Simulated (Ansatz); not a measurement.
# F-SiC-F chair bilayer (AA) in a perpendicular field, part 2 of 2

Wanted: the out-of-plane response of the F-SiC-F chair bilayer (AA). A positive field points along +c.

Ansatz 0.2.0; plane-wave DFT, PBE-D3(BJ), Ansatz PAW (the session's first sound run).

So far. Step 8 (Single point, field 0.3 V/Å): The dipole is 0.0901 e·Å, 0.0975 e·Å from its value without field, and the gap 1.069 eV.

## Step 9: Response, atoms held (continued)

The induced electron density oscillates, so the rows of the table below give means over 0.5 Å (shorter at the two ends). Its distinct maxima (Å: e/Å³ per V/Å): 8.50: 0.004, 9.22: 0.00150, 10.38: 0.00391, 11.96: 0.00140, 14.56: 0.00385, 15.28: 0.00141, 16.43: 0.00386, 18.02: 0.00143. Distinct minima: 9.08: 2.3e-4, 9.66: -2.7e-4, 11.10: -0.00422, 13.12: -0.00336, 15.13: 9.0e-5, 15.71: -2.3e-4, 17.15: -0.00420, 19.17: -0.00347.

Electrons, planar mean, per unit field. Table of induced electron density by z; means over each step:

z (Å), induced electron density (e/Å³ per V/Å) and a bar from the least value:
```
      5.0    0.00000 ##############
      5.5    0.00000 ##############
      6.0    0.00000 ##############
      6.5    0.00002 ##############
      7.0    0.00012 ###############
      7.5    0.00051 ################
      8.0    0.00187 ######################
      8.5    0.00355 ##############################
      9.0    0.00102 ###################
      9.5    0.00047 ################
     10.0    0.00100 ##################
     10.5    0.00241 #########################
     11.0   -0.00311 
     11.5   -0.00143 ########
     12.0    0.00084 ##################
     12.5   -0.00131 ########
     13.0   -0.00277 ##
     13.5   -0.00178 ######
     14.0    0.00086 ##################
     14.5    0.00335 #############################
     15.0    0.00130 ####################
     15.5    0.00066 #################
     16.0    0.00063 #################
     16.5    0.00278 ###########################
     17.0   -0.00259 ##
     17.5   -0.00205 #####
     18.0    0.00093 ##################
     18.5   -0.00107 #########
     19.0   -0.00259 ##
     19.5   -0.00251 ###
     20.0   -0.00084 ##########
     20.5   -0.00022 #############
     21.0   -0.00005 ##############
     21.5   -0.00001 ##############
     22.0    0.00000 ##############
     22.5    0.00000 ##############
```

The smaller of the gaps on the path and on the k-mesh, counted as 0 under 0.03 eV. The gap by applied field:

```csv
applied field (V/Å),gap (eV)
-0.050,1.82
0.000,1.81
0.050,1.70
0.100,1.58
0.200,1.33
0.300,1.07
```

By hand: between -0.05 and 0.05 V/Å the dipole changes by 0.03250 e·Å, a slope of 0.3250 e·Å²/V. A perfect conductor of thickness t has p = ε₀AEt, so t = 180.95 × 0.3250 / 8.611 = 6.83 Å (e/ε₀ = 180.95 V·Å, A in Å²).

The induced dipole is that of a conductor 6.83 Å thick.

## Step 10: Varying the input

This step: plane-wave DFT, PBE-D3(BJ), Ansatz PAW (Ansatz 0.2.0).

An input spoilt on purpose, to show how the run answers: it repeats the earlier run at 0.05 V/Å with efield.axis from 3 to 2, and scf.max_iter set to 80.

Input file input.yaml:

```yaml
crystal:
  lattice:
    - [3.1532208445, 0.0, 0.0]
    - [-1.5766104223, 2.7307693551, 0.0]
    - [0.0, 0.0, 27.6743057036]
  atoms:
    - { symbol: F, position: [0.6666666667, 0.3333333333, 0.3252114108] }
    - { symbol: C, position: [0.6666666667, 0.3333333333, 0.3770283848] }
    - { symbol: Si, position: [0.3333333333, 0.6666666667, 0.3976267321] }
    - { symbol: F, position: [0.3333333333, 0.6666666667, 0.4554763786] }
    - { symbol: F, position: [0.6666666667, 0.3333333333, 0.544536412] }
    - { symbol: C, position: [0.6666666667, 0.3333333333, 0.5963253134] }
    - { symbol: Si, position: [0.3333333333, 0.6666666667, 0.6169105376] }
    - { symbol: F, position: [0.3333333333, 0.6666666667, 0.6747885892] }
kpoints:
  mp_grid: { grid: [18, 18, 1] }
  band_path:
    path: [[0, 0, 0], [0.5, 0, 0], [0.33333333, 0.33333333, 0], [0, 0, 0]]
    npoints: 16
hamiltonian:
  xc: pbe
  dispersion: d3bj
scf:
  occupations: { method: fermi_dirac, width: 0.02585 }
  convergence: { dr2_threshold: 1.0e-10 }
  max_iter: 80
efield:
  axis: 2
  dipole_correction: true
  ramp_position: 0.97
  ramp_width: 0.06
  amplitude: 0.05
output:
  write_potential: true
  write_density: true
  volumetric_format: npy
```

Command:

```
$ ansatz run input.yaml --threads 2 --pin off --max-ram 3072MiB --backend cpu --events-out ev --progress --plain --runs-dir out
```

It took 49 s on 2 threads of Intel Xeon Platinum 8259CL at 2.50GHz (Skylake/Cascade Lake), shared host; peak memory 1.1 GiB.

The field now lies along an axis in the plane, so the dipole that the program prints is another component and can't be set beside the earlier one.

With this change the program also warns of density in the ramp of the sawtooth; these numbers are not the system's.

## Step 11: A changed input

This step: plane-wave DFT, PBE-D3(BJ), Ansatz PAW, but for the change named below (Ansatz 0.2.0).

Another changed input: it repeats the earlier run at 0.05 V/Å with scf.convergence.dr2_threshold from 1e-10 to 1e-08 and magnetization to spin_polarized: true; its output block differs too.

Input file input.yaml:

```yaml
crystal:
  lattice:
    - [3.1532208445, 0.0, 0.0]
    - [-1.5766104223, 2.7307693551, 0.0]
    - [0.0, 0.0, 27.6743057036]
  atoms:
    - { symbol: F, position: [0.6666666667, 0.3333333333, 0.3252114108], spin: 0.5 }
    - { symbol: C, position: [0.6666666667, 0.3333333333, 0.3770283848], spin: 1.0 }
    - { symbol: Si, position: [0.3333333333, 0.6666666667, 0.3976267321], spin: -2.0 }
    - { symbol: F, position: [0.3333333333, 0.6666666667, 0.4554763786], spin: 2.0 }
    - { symbol: F, position: [0.6666666667, 0.3333333333, 0.544536412], spin: -2.0 }
    - { symbol: C, position: [0.6666666667, 0.3333333333, 0.5963253134], spin: 0.5 }
    - { symbol: Si, position: [0.3333333333, 0.6666666667, 0.6169105376], spin: -1.0 }
    - { symbol: F, position: [0.3333333333, 0.6666666667, 0.6747885892], spin: 4.0 }
kpoints:
  mp_grid: { grid: [18, 18, 1] }
  band_path:
    path: [[0, 0, 0], [0.5, 0, 0], [0.33333333, 0.33333333, 0], [0, 0, 0]]
    npoints: 16
hamiltonian:
  xc: pbe
  dispersion: d3bj
scf:
  occupations: { method: fermi_dirac, width: 0.02585 }
  convergence: { dr2_threshold: 1.0e-08 }
efield:
  axis: 3
  dipole_correction: true
  ramp_position: 0.97
  ramp_width: 0.06
  amplitude: 0.05
output:
  write_potential: true
  write_density: true
  volumetric_format: npy
magnetization:
  spin_polarized: true
```

It took 61 s on 2 threads; peak memory 1.1 GiB.

Numbers from this step:

```
gap on the k-mesh                 : 1.702 eV
dipole along the normal           : 0.008882 e·Å
gap along the path                : 1.702 eV
gap, the smaller of path and mesh : 1.702 eV
```

Deep bands are left out, so band numbers here count from the lowest band kept and differ from the log's. Electronic bands along the path, in eV, zero at the Fermi level of the run, which the smearing sets inside the gap; # counts the bands kept:

```csv
point,up #11,up #13,up #14,up #15,down #11,down #13,down #14,down #15
Γ,-1.07,-0.86,-0.86,0.84,-1.07,-0.86,-0.86,0.84
halfway,-3.10,-1.67,-1.46,2.15,-3.10,-1.67,-1.46,2.15
M,-4.25,-2.08,-1.87,2.59,-4.25,-2.08,-1.87,2.59
halfway,-4.13,-2.88,-2.67,4.14,-4.13,-2.88,-2.67,4.14
K,-3.94,-3.54,-3.32,5.21,-3.94,-3.54,-3.32,5.21
halfway,-3.26,-2.22,-2.01,2.68,-3.26,-2.22,-2.01,2.68
Γ,-1.07,-0.86,-0.86,0.84,-1.07,-0.86,-0.86,0.84
```

```csv
quantity,this run,earlier run,difference
dipole along the normal (e·Å),0.008882,0.008883,-3.7e-7
gap along the path (eV),1.702,1.702,3.0e-6
gap on the k-mesh (eV),1.702,1.702,3.3e-6
```

Nothing in the table moves by 0.01 in its unit (for the dipole 0.5 % and 5e-5 e·Å). The run took 17 SCF cycles against 13.

No band crosses the Fermi level on this path.

## Step 12: What came out

```yaml
gap_without_field: 1.81 eV
ionisation_energy_upper_face: 7.57 eV
electron_affinity_upper_face: 5.76 eV
step_between_the_vacuum_levels: 0.155 eV
equivalent_conductor_thickness_atoms_held: 6.83 Å
```

In words: The induced dipole equals that of a perfect conductor 6.83 Å thick, while the outer atoms lie 9.67 Å apart; an out-of-plane ε follows only once a thickness t is chosen, by 1 − 1/ε = 6.83 Å / t. The two faces differ: the vacuum level above lies 0.15 eV higher than the one below. The gap goes from 1.81 eV to 1.07 eV at 0.3 V/Å. Semilocal functionals give gaps that are too small, and excitons are not included.

[Long decimals in the printed logs are rounded to 6 places.]

[Logs are printed without paths, hosts, clocks, repeated set-up lines and the standing remarks that a program may print on its own settings, such as how far it seeks lower states.]

[Hosts, paths, dates, database ids (printed as entryN), source tags and the programs' standing remarks are cut or masked in the printed files.]

[Maps of the electrostatic potential energy from Ansatz leave out the sawtooth potential of an applied field or a dipole correction, so their vacuum need not be flat; planar profiles and work functions include it.]
